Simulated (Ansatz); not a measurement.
**How many bands does the GW gap of Si3N4 (Fd-3m) need?**

How do accuracy and time trade against each other in G0W0 on Si3N4 (Fd-3m)?

Main program and level: Ansatz 0.2.0; G0W0 on PBE, plane waves, PAW; PAW set soft_1.

**1. Set-up**

Symmetry: Fd-3m, No. 227, cubic system. The conventional cell has a = 7.787 Å, b = 7.787 Å, c = 7.787 Å, α = 90.00°, β = 90.00°, γ = 90.00°. Nearest to Si lie 6 N at 1.89 Å. Nearest to Si lie 4 N at 1.79 Å. Nearest to N lie 4 Si at 1.79 to 1.89 Å. Farther neighbours and most contacts between anions are not listed.

As a file:

```xyz
14
Lattice="0.0000 3.8937 3.8937 3.8937 0.0000 3.8937 3.8937 3.8937 0.0000" Properties=species:S:1:pos:R:3 pbc="T T T"
Si    2.9203    2.9203    0.9734
Si    2.9203    0.9734    2.9203
Si    0.9734    2.9203    2.9203
Si    0.9734    0.9734    0.9734
Si    5.8406    5.8406    5.8406
Si    3.8937    3.8937    3.8937
N     2.8624    2.8624    2.8624
N     6.8719    4.8092    4.8092
N     4.8092    4.8092    6.8719
N     4.8092    6.8719    4.8092
N     4.9251    4.9251    2.8624
N     4.9251    2.8624    4.9251
N     6.8719    6.8719    6.8719
N     2.8624    4.9251    4.9251
```

The cell and positions are those that the Materials Project relaxed with its own functionals (PBE, PBE+U or r2SCAN), kept fixed. This is not the form that Si3N4 usually takes at ambient conditions.

**2. 106 empty bands, screening to 54 eV**

Now the one-shot GW correction: screening in the RPA, then the self-energy of the levels asked for. This step takes PAW set soft_1 files.

input.yaml reads:

```yaml
crystal:
  lattice:
    - [0.0, 3.893718, 3.893718]
    - [3.893718, 0.0, 3.893718]
    - [3.893718, 3.893718, 0.0]
  atoms:
    - { symbol: Si, position: [0.125, 0.125, 0.625] }
    - { symbol: Si, position: [0.125, 0.625, 0.125] }
    - { symbol: Si, position: [0.625, 0.125, 0.125] }
    - { symbol: Si, position: [0.125, 0.125, 0.125] }
    - { symbol: Si, position: [0.75, 0.75, 0.75] }
    - { symbol: Si, position: [0.5, 0.5, 0.5] }
    - { symbol: "N", position: [0.367563, 0.367563, 0.367563] }
    - { symbol: "N", position: [0.352689, 0.882437, 0.882437] }
    - { symbol: "N", position: [0.882437, 0.882437, 0.352689] }
    - { symbol: "N", position: [0.882437, 0.352689, 0.882437] }
    - { symbol: "N", position: [0.367563, 0.367563, 0.897311] }
    - { symbol: "N", position: [0.367563, 0.897311, 0.367563] }
    - { symbol: "N", position: [0.882437, 0.882437, 0.882437] }
    - { symbol: "N", position: [0.897311, 0.367563, 0.367563] }
kpoints:
  mp_grid: { grid: [4, 4, 4] }
hamiltonian:
  xc: pbe
  pseudopotentials: { kind: paw, azcp: { folder: soft_1 } }
scf:
  occupations: { method: fixed }
gw:
  n_empty_bands: 106
  ecut_chi: 54
  qp_bands: [v4, c4]
  qp_kpoints: band_edges
  screening: { model: contour_deformation }
```

Launch:

```bash
ansatz run input.yaml --threads 3 --pin off --max-ram 92160MiB --backend cuda --events-out ev --progress --plain --runs-dir out --devices 1 --max-vram 13GiB
```

Numbers of over 12 decimals in the logs are rounded to 6 here.

Log:

```text
GPUs: using 1 of 1 available (devices: 1).
Engine: ansatz 0.2.0, x86_64-unknown-linux-gnu
Pseudopotentials: kind: paw
Pseudopotential: Si, paw, valence charge 4, recommended cutoff 420 eV (normal), soft_1/Si.paw.azcp
Pseudopotential: N, paw, valence charge 5, recommended cutoff 420 eV (normal), soft_1/N.paw.azcp
Functional definition: PBE
  parameter kappa = 0.804
  parameter beta = 0.066725
  exchange = pbe_x(kappa = kappa, mu = beta*pi^2/3)
  correlation = pbe_c(beta = beta)
device memory: the entry about to start is reckoned to put 2.5 GiB on a device that reports 52.1 GiB free (of which the cap on the GPU budget leaves the run 13.0 GiB)
GPU FFT provider: cuFFT
GPU libraries: cuBLAS 13.8.2, cuFFT 12.4.0, cuSOLVER 12.3.4
Crystal: 14 atoms, lattice volume = 118.066 Å³
Basis set: ecut = 420 eV, 2277 PW (Γ)
Bands: 46, of which v1, the nominal top of the filled ones, is band 32 counted from 1 (31 counted from 0)
Symmetry: 48 space group operations
Space group: Fd-3m (ITA 227), of the structure as read, at distance tolerance 4.9e-5 Å
k-points: 8 of 64
Non-local potential: Si, projectors of the file, l = 0: 2, l = 1: 2, l = 2: 1
Non-local potential: N, projectors of the file, l = 0: 2, l = 1: 2, l = 2: 1
PAW form: soft (Blöchl's): semilocal exchange-correlation on the pseudo side does not see the compensation charge
PAW one-centre angular grid: Si, 110 points (default); XC on 64 Gauss nodes
PAW one-centre angular grid: N, 110 points (default); XC on 64 Gauss nodes
Initial density: superposition of atomic densities (chi_scale 0.1, normalization cell, long waves kept (reshape's long-wave potential 0.00 eV rms))
Initial wavefunctions: pseudopotential atomic-orbital guess
GPU buffer pool allocated for 64000 grid points (all kernels)
GPU transforms: local potential and band sums: pruned to the plane-wave sphere, on 40×40×40
Functional: x = pbe(κ = 0.804, μ = 0.219515), c = pbe(β = 0.066725)
SCF iter   1: F=—  HF=-6908.274158 eV  |F-HF|=—  |Δ(HF+E_count)|=         —  Δρ=1.51e-1  dr2=2.78e1  ethr=3.10e-3  ⟨swp⟩=4.9  Hψ=1485  notcnv=0  defer=80
preconditioner: auto → Resta (q_TF=auto, 2.464 Å⁻¹)  ε∞=3.9  [insulator: Δε(μ)=5.373 eV  Ē_g=15.924 eV  n_scr=26 (ndim 8)  ℏωp=27.3 eV  f_vac=0.000  ε∞_Penn≈3.9]
SCF iter   2: F=—  HF=-6900.060829 eV  |F-HF|=—  |Δ(HF+E_count)|=    8.21e0  Δρ=5.02e-2  dr2=1.91e0  ethr=3.10e-3  ⟨swp⟩=4.1  Hψ=973  notcnv=0  defer=81
SCF iter   3: F=—  HF=-6899.807121 eV  |F-HF|=—  |Δ(HF+E_count)|=   2.54e-1  Δρ=2.43e-2  dr2=3.61e-1  ethr=2.98e-3  ⟨swp⟩=1.9  Hψ=390  notcnv=0  defer=91
SCF iter   4: F=—  HF=-6899.802320 eV  |F-HF|=—  |Δ(HF+E_count)|=   4.80e-3  Δρ=1.93e-3  dr2=4.49e-3  ethr=5.64e-4  ⟨swp⟩=2.1  Hψ=334  notcnv=0  defer=92
SCF iter   5: F=—  HF=-6899.805444 eV  |F-HF|=—  |Δ(HF+E_count)|=   3.12e-3  Δρ=6.46e-4  dr2=3.75e-4  ethr=7.01e-6  ⟨swp⟩=2.2  Hψ=525  notcnv=0  defer=92
SCF iter   6: F=—  HF=-6899.805711 eV  |F-HF|=—  |Δ(HF+E_count)|=   2.68e-4  Δρ=8.25e-5  dr2=8.94e-6  ethr=5.86e-7  ⟨swp⟩=2.0  Hψ=558  notcnv=0  defer=92
SCF iter   7: F=—  HF=-6899.805714 eV  |F-HF|=—  |Δ(HF+E_count)|=   2.16e-6  Δρ=1.46e-5  dr2=2.36e-7  ethr=1.40e-8  ⟨swp⟩=2.0  Hψ=566  notcnv=0  defer=85
SCF iter   8: F=-6899.805714 eV  HF=-6899.805714 eV  |F-HF|=4.77e-9  |Δ(HF+E_count)|=   1.06e-7  Δρ=2.44e-6  dr2=5.43e-9  ethr=1.56e-10  ⟨swp⟩=17.8  Hψ=2292  notcnv=0
SCF 1 converged in 8 iterations: F = -6899.805714 eV  dr2 = 5.43e-9
  greatest PAW one-centre occupation: 0.791 electrons in one spin orbital (limit 2), on the N atom at site 11 (counted from 0), in its partial waves of l = 0
device memory: the entry about to start is reckoned to put 3.2 GiB on a device that reports 51.4 GiB free (of which the cap on the GPU budget leaves the run 13.0 GiB)
NSCF: frozen V_eff on 8 k-points
the band table was solved once the SCF had ended and its energy, with any forces and stress, was formed, with the checks that follow a solve (1558 applications of the Hamiltonian). They found nothing against the state; the energy, forces and stress were not computed again (output.eigenvalues in the input reference)
device memory: the entry about to start is reckoned to put 3.9 GiB on a device that reports 51.0 GiB free (of which the cap on the GPU budget leaves the run 13.0 GiB)
NSCF: frozen V_eff on 8 k-points
G₀W₀ screening: q 1/8
[... further progress lines ...]
device memory: the entry about to start is reckoned to put 0.7 GiB on a device that reports 57.7 GiB free (of which the cap on the GPU budget leaves the run 13.0 GiB)
NSCF: frozen V_eff on 1 k-points
SCF converged after 8 iterations
Free energy (F): -6899.805714 eV
Harris-Foulkes:  -6899.805714 eV  (|F-HF|=4.77e-9)
Internal energy: -6899.805714 eV  (E = F + TS)
E sigma→0 (E₀):  -6899.805714 eV
Fermi energy:    10.947073 eV
--- Per-component energies (eV) ---
  E_band       = 270.911630
  E_kinetic    = 1341.760667
  E_local      = -1361.524049  (includes V_loc(G=0)·N_el)
  E_nonlocal   = 398.482525
  E_hartree    = 490.839969
  E_xc         = -831.964179
  E_vxc        = -914.288293  (∫ρ·V_xc dr)
  E_paw        = -4096.566903  (= ΣΔE_a)
  E_vpaw       = -175.206123  (= ΣTr[D̂ρ^β])
  E_aug_tail   = 0.007528  (compensation charges beyond the density's cutoff)
  E_ewald      = -2840.841273
  E_smearing   = -0.000000  (= −TS)
  E_closure    = 0.000000  (closes the sum)
  Σ components = -6899.805714   (vs F -6899.805714, Δ=0.00e0)
--- Band table (eV; the first three rows and the last of 8) ---
  k-point 0: bands = [... 28 lower, 10.8189, 10.9322, 10.9322, 10.9322, 14.3152, 14.3152, 14.3152, 15.8536, ... 10 higher]
  k-point 1: bands = [... 28 lower, 10.4851, 10.5319, 10.8349, 10.8349, 15.0582, 15.3144, 15.3144, 16.9390, ... 10 higher]
  k-point 2: bands = [... 28 lower, 10.4996, 10.4996, 10.6415, 10.6415, 15.8954, 16.7362, 16.7362, 17.2068, ... 10 higher]
  k-point 7: bands = [... 28 lower, 9.9265, 9.9265, 10.2449, 10.2449, 17.6152, 17.6152, 18.1258, 18.1258, ... 10 higher]
--- G₀W₀: contour deformation, 5 samples at zero and on the imaginary axis and 2 off it, 64 q-points, 106 empty bands' worth ---
  eigenvalues of the whole cell's RPA ε∞ on this k-mesh (on a slab, of 1 + 4πα/V) = 5.2070, 5.2070, 5.2070; static W/v taken at q = 0 is 0.192051
  bands read: the sum over 138 bands ends inside a degenerate multiplet in 1 slot, whose members it reads at an even weight; the widest, k=0: bands 138 to 140 (counted from 1) at 1/3 each
  gw.qp_kpoints: band_edges: 8 of 8 stored k-points solved, in 1 pass; an edge of the gap read off the rows below is read off those points alone
    ik  band        ε_KS         Σx   Σc(E_QP)       V_xc       Z   E_QP_lin       E_QP  E_QP is
     0    29     10.8189   -22.1159     3.8900   -18.2107  0.8082    10.8037    10.8037  root
     0    30     10.9322   -22.4872     3.8195   -18.6969  0.8103    10.9613    10.9613  root
     0    31     10.9322   -22.4872     3.8195   -18.6969  0.8103    10.9613    10.9613  root
     0    32     10.9322   -22.4872     3.8195   -18.6969  0.8103    10.9613    10.9613  root
     0    33     14.3152    -8.5822    -3.8104   -13.3914  0.8408    15.3191    15.3140  root
     0    34     14.3152    -8.5822    -3.8104   -13.3914  0.8408    15.3191    15.3140  root
     0    35     14.3152    -8.5822    -3.8104   -13.3914  0.8408    15.3191    15.3140  root
     0    36     15.8536    -9.3955    -4.1370   -14.8812  0.8369    17.2129    17.2023  root
     1    29     10.4851   -22.0754     3.9019   -18.1120  0.8075    10.4236    10.4237  root
     1    30     10.5319   -21.9588     3.9151   -17.9752  0.8071    10.4634    10.4634  root
     1    31     10.8349   -22.3317     3.8338   -18.5098  0.8096    10.8469    10.8469  root
     1    32     10.8349   -22.3317     3.8338   -18.5098  0.8096    10.8469    10.8469  root
     1    33     15.0582    -8.5747    -3.9417   -13.6029  0.8387    16.1511    16.1447  root
     1    34     15.3144    -8.5775    -3.9247   -13.5909  0.8374    16.4097    16.4030  root
     1    35     15.3144    -8.5775    -3.9247   -13.5909  0.8374    16.4097    16.4030  root
     1    36     16.9390    -9.5978    -4.2632   -15.3132  0.8302    18.4052    18.3911  root
     2    29     10.4996   -22.3403     3.8822   -18.4136  0.8086    10.4551    10.4551  root
     2    30     10.4996   -22.3403     3.8822   -18.4136  0.8086    10.4551    10.4551  root
     2    31     10.6415   -22.0303     3.8646   -18.1417  0.8082    10.6175    10.6175  root
     2    32     10.6415   -22.0303     3.8646   -18.1417  0.8082    10.6175    10.6175  root
     2    33     15.8954    -8.2818    -4.1419   -13.5879  0.8359    17.0678    17.0596  root
     2    34     16.7362    -7.3303    -4.2944   -12.7037  0.8322    17.8232    17.8152  root
     2    35     16.7362    -7.3303    -4.2944   -12.7037  0.8322    17.8232    17.8152  root
     2    36     17.2068    -9.3945    -4.3438   -15.1213  0.8330    18.6024    18.5897  root
[...]
7    29      9.9265   -22.0394     3.9507   -17.9401  0.8056     9.7777     9.7779  root
     7    30      9.9265   -22.0394     3.9507   -17.9401  0.8056     9.7777     9.7779  root
     7    31     10.2449   -21.7417     3.8823   -17.7602  0.8070    10.1456    10.1457  root
     7    32     10.2449   -21.7417     3.8823   -17.7602  0.8070    10.1456    10.1457  root
     7    33     17.6152    -8.1010    -4.2867   -13.6646  0.8250    18.9046    18.8920  root
     7    34     17.6152    -8.1010    -4.2867   -13.6646  0.8250    18.9046    18.8920  root
     7    35     18.1258    -8.3659    -4.4696   -14.2302  0.8221    19.5369    19.5204  root
     7    36     18.1258    -8.3659    -4.4696   -14.2302  0.8221    19.5369    19.5204  root
```

Run time: 12 s. Hardware: 1 × NVIDIA H100 80GB HBM3 (shared by 6 runs) with 3 threads of AMD EPYC 7R13 (Zen 3), shared host; peak memory 1.1 GiB.

Reading the cycles: dr2 is the Hartree energy of the density residual (eV), the measure of convergence; HF is the Harris–Foulkes estimate of the energy, which meets the free energy F at convergence.

This step gave:

```yaml
bands_summed: 138
rpa_eps_infinity_on_this_mesh_eigenvalues: 5.207, 5.207, 5.207
plane_waves_in_the_screening_matrix: 113
q_points_in_the_mesh: 64
g0w0_gap_on_the_mesh: 4.330 eV
k_of_the_valence_top: 0, 0.25, -0.25
k_of_the_conduction_bottom: 0, 0, 0
starting_gap_on_the_mesh: 3.368 eV
z_at_the_valence_top: 0.8099
z_at_the_conduction_bottom: 0.8408
least_direct_g0w0_gap_on_the_computed_points: 4.353 eV
```

The gap on the mesh goes from 3.37 eV to 4.33 eV, a correction of +0.96 eV. Between the two edge states, bare exchange in place of the xc potential would open the gap by 8.60 eV, and correlation takes back 7.64 eV.

**3. 300 empty bands, screening to 108 eV**

Another rung: the empty bands reach about as high as the screening cutoff, so the two stay in balance.

Edit input.yaml of step 2 so:

```diff
@@ -28,4 +28,4 @@
 gw:
-  n_empty_bands: 106
-  ecut_chi: 54
+  n_empty_bands: 300
+  ecut_chi: 108
   qp_bands: [v4, c4]
```

Log:

```text
GPUs: using 1 of 1 available (devices: 1).
[...]
GPU FFT provider: cuFFT
GPU libraries: cuBLAS 13.8.2, cuFFT 12.4.0, cuSOLVER 12.3.4
Crystal: 14 atoms, lattice volume = 118.066 Å³
Basis set: ecut = 420 eV, 2277 PW (Γ)
Bands: 46, of which v1, the nominal top of the filled ones, is band 32 counted from 1 (31 counted from 0)
Symmetry: 48 space group operations
[...]
k-points: 8 of 64
[...]
GPU buffer pool allocated for 64000 grid points (all kernels)
[...]
SCF iter   1: F=—  HF=-6908.274158 eV  |F-HF|=—  |Δ(HF+E_count)|=         —  Δρ=1.51e-1  dr2=2.78e1  ethr=3.10e-3  ⟨swp⟩=4.9  Hψ=1485  notcnv=0  defer=80
[...]
SCF iter   8: F=-6899.805714 eV  HF=-6899.805714 eV  |F-HF|=4.77e-9  |Δ(HF+E_count)|=   1.06e-7  Δρ=2.44e-6  dr2=5.43e-9  ethr=1.56e-10  ⟨swp⟩=17.8  Hψ=2292  notcnv=0
SCF 1 converged in 8 iterations: F = -6899.805714 eV  dr2 = 5.43e-9
[...]
NSCF: frozen V_eff on 8 k-points
[...]
G₀W₀ screening: q 1/8
[... further progress lines ...]
[...]
SCF converged after 8 iterations
Free energy (F): -6899.805714 eV
[...]
Internal energy: -6899.805714 eV  (E = F + TS)
E sigma→0 (E₀):  -6899.805714 eV
Fermi energy:    10.947073 eV
[...]
--- Band table (eV; the first three rows and the last of 8) ---
  k-point 0: bands = [... 28 lower, 10.8189, 10.9322, 10.9322, 10.9322, 14.3152, 14.3152, 14.3152, 15.8536, ... 10 higher]
  k-point 1: bands = [... 28 lower, 10.4851, 10.5319, 10.8349, 10.8349, 15.0582, 15.3144, 15.3144, 16.9390, ... 10 higher]
  k-point 2: bands = [... 28 lower, 10.4996, 10.4996, 10.6415, 10.6415, 15.8954, 16.7362, 16.7362, 17.2068, ... 10 higher]
  k-point 7: bands = [... 28 lower, 9.9265, 9.9265, 10.2449, 10.2449, 17.6152, 17.6152, 18.1258, 18.1258, ... 10 higher]
[...]
0    29     10.8189   -22.1159     3.3466   -18.2107  0.8006    10.2583    10.2603  root
     0    30     10.9322   -22.4872     3.2583   -18.6969  0.8027    10.3983    10.4001  root
     0    31     10.9322   -22.4872     3.2583   -18.6969  0.8027    10.3983    10.4001  root
     0    32     10.9322   -22.4872     3.2583   -18.6969  0.8027    10.3983    10.4001  root
     0    33     14.3152    -8.5822    -4.1400   -13.3914  0.8364    14.9866    14.9844  root
     0    34     14.3152    -8.5822    -4.1400   -13.3914  0.8364    14.9866    14.9844  root
     0    35     14.3152    -8.5822    -4.1400   -13.3914  0.8364    14.9866    14.9844  root
     0    36     15.8536    -9.3955    -4.5317   -14.8812  0.8307    16.8127    16.8076  root
[...]
7    33     17.6152    -8.1010    -4.7223   -13.6646  0.8198    18.4618    18.4564  root
     7    34     17.6152    -8.1010    -4.7223   -13.6646  0.8198    18.4618    18.4564  root
     7    35     18.1258    -8.3659    -4.9149   -14.2302  0.8163    19.0823    19.0751  root
     7    36     18.1258    -8.3659    -4.9149   -14.2302  0.8163    19.0823    19.0751  root
```

The job ended after 17 s (1 × NVIDIA H100 80GB HBM3 (shared by 6 runs) with 3 threads; peak memory 1.3 GiB).

This step gave:

```
bands summed                                 : 332
RPA ε∞ on this mesh (eigenvalues)            : 5.136, 5.136, 5.136
plane waves in the screening matrix          : 307
q-points in the mesh                         : 64
G0W0 gap on the mesh                         : 4.560 eV
k of the valence top                         : 0, 0.25, -0.25
k of the conduction bottom                   : 0, 0, 0
starting gap on the mesh                     : 3.368 eV
Z at the valence top                         : 0.8021
Z at the conduction bottom                   : 0.8364
least direct G0W0 gap on the computed points : 4.584 eV
```

Against the run with 4×4×4 mesh, 106 empty bands, screening to 54 eV, PAW set soft_1 files, the gap moves by +0.23 eV.

**4. 647 empty bands, screening to 180 eV**

Edit input.yaml of step 3 so:

```diff
@@ -28,4 +28,4 @@
 gw:
-  n_empty_bands: 300
-  ecut_chi: 108
+  n_empty_bands: 647
+  ecut_chi: 180.0
   qp_bands: [v4, c4]
```

Log:

```text
GPUs: using 1 of 1 available (devices: 1).
[...]
GPU FFT provider: cuFFT
GPU libraries: cuBLAS 13.8.2, cuFFT 12.4.0, cuSOLVER 12.3.4
Crystal: 14 atoms, lattice volume = 118.066 Å³
Basis set: ecut = 420 eV, 2277 PW (Γ)
Bands: 46, of which v1, the nominal top of the filled ones, is band 32 counted from 1 (31 counted from 0)
Symmetry: 48 space group operations
[...]
k-points: 8 of 64
[...]
0    36     15.8536    -9.3955    -4.7092   -14.8812  0.8294    16.6334    16.6301  root
[...]
7    33     17.6152    -8.1010    -4.9047   -13.6646  0.8187    18.2772    18.2740  root
     7    34     17.6152    -8.1010    -4.9047   -13.6646  0.8187    18.2772    18.2740  root
     7    35     18.1258    -8.3659    -5.1083   -14.2302  0.8149    18.8861    18.8817  root
     7    36     18.1258    -8.3659    -5.1083   -14.2302  0.8149    18.8861    18.8817  root
[key lines of the parts left out:]
SCF converged after 8 iterations
Free energy (F): -6899.805714 eV
Fermi energy:    10.947073 eV
```

Elapsed: 31 s, on 1 × NVIDIA H100 80GB HBM3 (shared by 6 runs) with 3 threads; peak memory 1.9 GiB.

Numbers from this step:

* bands summed: 679
* RPA ε∞ on this mesh (eigenvalues): 5.070, 5.070, 5.070
* plane waves in the screening matrix: 645
* G0W0 gap on the mesh: 4.752 eV
* k of the valence top: 0, 0.25, -0.25
* k of the conduction bottom: 0, 0, 0
* starting gap on the mesh: 3.368 eV
* least direct G0W0 gap on the computed points: 4.777 eV

Against the run with 4×4×4 mesh, 300 empty bands, screening to 108 eV, PAW set soft_1 files, the gap moves by +0.19 eV.

**5. Changing the k mesh: 2×2×2 mesh, 300 empty bands, screening to 108 eV, PAW set soft_1 files**

Only the mesh changes. It samples the long-range screening, which converges on its own terms. Bands and cutoff differ from the step before, so it is read against an earlier run that matches them.

Edit input.yaml of step 4 so:

```diff
@@ -21,3 +21,3 @@
 kpoints:
-  mp_grid: { grid: [4, 4, 4] }
+  mp_grid: { grid: [2, 2, 2] }
 hamiltonian:
@@ -28,4 +28,4 @@
 gw:
-  n_empty_bands: 647
-  ecut_chi: 180.0
+  n_empty_bands: 300
+  ecut_chi: 108
   qp_bands: [v4, c4]
```

Log:

```text
GPUs: using 1 of 1 available (devices: 1).
[...]
GPU FFT provider: cuFFT
GPU libraries: cuBLAS 13.8.2, cuFFT 12.4.0, cuSOLVER 12.3.4
Crystal: 14 atoms, lattice volume = 118.066 Å³
Basis set: ecut = 420 eV, 2277 PW (Γ)
Bands: 46, of which v1, the nominal top of the filled ones, is band 32 counted from 1 (31 counted from 0)
Symmetry: 48 space group operations
[...]
k-points: 3 of 8
[...]
0    36     15.8665    -9.1754    -4.7598   -14.8524  0.8267    16.7889    16.7838  root
[...]
2    33     17.6042    -7.9161    -5.0374   -13.7898  0.8189    18.4459    18.4405  root
     2    34     17.6042    -7.9161    -5.0374   -13.7898  0.8189    18.4459    18.4405  root
     2    35     17.9414    -8.9824    -4.7552   -14.6343  0.8139    18.8444    18.8380  root
     2    36     17.9414    -8.9824    -4.7552   -14.6343  0.8139    18.8444    18.8380  root
[key lines of the parts left out:]
SCF converged after 8 iterations
Free energy (F): -6899.110438 eV
Fermi energy:    10.987221 eV
```

Elapsed: 5.7 s, on 1 × NVIDIA H100 80GB HBM3 (shared by 6 runs) with 3 threads; peak memory 1.1 GiB; 4.4 s of CPU time.

This step gave:

```
bands summed                                 : 332
RPA ε∞ on this mesh (eigenvalues)            : 6.217, 6.217, 6.217
plane waves in the screening matrix          : 307
G0W0 gap on the mesh                         : 4.482 eV
k of the valence top                         : 0, 0, 0
k of the conduction bottom                   : 0, 0, 0
starting gap on the mesh                     : 3.333 eV
least direct G0W0 gap on the computed points : 4.482 eV
```

Against the run with 4×4×4 mesh, 300 empty bands, screening to 108 eV, PAW set soft_1 files, the gap moves by −0.08 eV, while the start moved by −0.04 eV. A band edge is found at another k point on this mesh.

(Continued in part 2 of 2.)

[Paths, hosts, dates, memory and timing lines, banners, echoed tables and standing remarks are left out of the program output.]

[Logs are printed without paths, hosts, clocks, repeated set-up lines and the standing remarks that a program may print on its own settings, such as how far it seeks lower states.]

[Runs of the session that timed out or met a known fault of the program may be left out.]

[Cells called generated may have been cut or substituted from an entry of the Crystallography Open Database or the Materials Project.]

[Hosts, paths, dates, database ids (printed as entryN), source tags and the programs' standing remarks are cut or masked in the printed files.]
